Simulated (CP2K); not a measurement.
Two runs for the C K edge of acetylbenzene. Run A: CP2K XAS_TDP, all-electron GAPW, PBEh(45%), aug-cc-pVDZ, TDA, no relativity. Run B differs in one setting.

First lines with a strength over 0.0015. A:

```csv
atom,energy (eV),states,"strength, one atom"
C1 (bonded to C and 3 H),283.93,1,0.0058
,284.36,1,0.0117
,284.82,1,0.0105
,284.88,1,0.0196
,285.43,2,0.0045
C2 (bonded to 2 C and O),281.78,1,0.0639
,286.63,1,0.0016
,286.76,1,0.0088
,288.22,1,0.0024
,289.05,1,0.0038
C4 (bonded to 3 C),281.15,1,0.0335
,284.22,1,0.0215
,286.11,1,0.0023
,287.71,2,0.0125
,288.00,1,0.0018
C5 (bonded to 2 C and H),281.07,1,0.0504
,283.06,1,0.0027
,284.54,1,0.0105
,285.61,2,0.0021
,285.70,1,0.0021
C6 (bonded to 2 C and H),281.43,1,0.0508
,284.31,1,0.0112
,285.51,1,0.0033
,285.57,1,0.0043
,286.71,1,0.0022
C7 (bonded to 2 C and H),281.05,1,0.0504
,284.45,1,0.0114
,285.49,2,0.0098
,286.20,1,0.0018
,286.98,1,0.0022
```

B:

```csv
atom,energy (eV),states,"strength, one atom"
C1 (bonded to C and 3 H),290.31,1,0.0057
,290.74,1,0.0114
,291.20,1,0.0102
,291.26,1,0.0192
,291.81,2,0.0044
C2 (bonded to 2 C and O),288.08,1,0.0625
,292.93,1,0.0016
,293.06,1,0.0087
,294.52,1,0.0024
,295.35,1,0.0037
C4 (bonded to 3 C),286.66,1,0.0328
,289.73,1,0.0211
,291.62,1,0.0022
,293.22,2,0.0122
,293.51,1,0.0017
C5 (bonded to 2 C and H),286.78,1,0.0494
,288.77,1,0.0027
,290.25,1,0.0103
,291.31,2,0.0021
,291.41,1,0.0021
C6 (bonded to 2 C and H),287.27,1,0.0498
,290.15,1,0.0109
,291.35,1,0.0032
,291.41,1,0.0042
,292.55,1,0.0022
C7 (bonded to 2 C and H),286.80,1,0.0494
,290.21,1,0.0112
,291.24,2,0.0096
,291.95,1,0.0018
,292.73,1,0.0022
```

Which was it: scalar relativity switched on, the basis, the functional, GW2X switched on?

GW2X switched on. GW2X shifts an atom's lines together and keeps their spacings. Against PBEh(45%) in aug-cc-pVDZ, the leading lines move by +6.38 eV (C1, to 290.74), +6.30 eV (C2, to 288.08), +5.51 eV (C4, to 286.66), +5.71 eV (C5, to 286.78), +5.84 eV (C6, to 287.27) and +5.75 eV (C7, to 286.80).

[Banner, clock and machine lines of the logs are left out without a mark of their own.]

[Logs are printed without paths, hosts, clocks, repeated set-up lines and the standing remarks that a program may print on its own settings, such as how far it seeks lower states.]

[Hosts, paths, dates, database ids (printed as entryN), source tags and the programs' standing remarks are cut or masked in the printed files.]
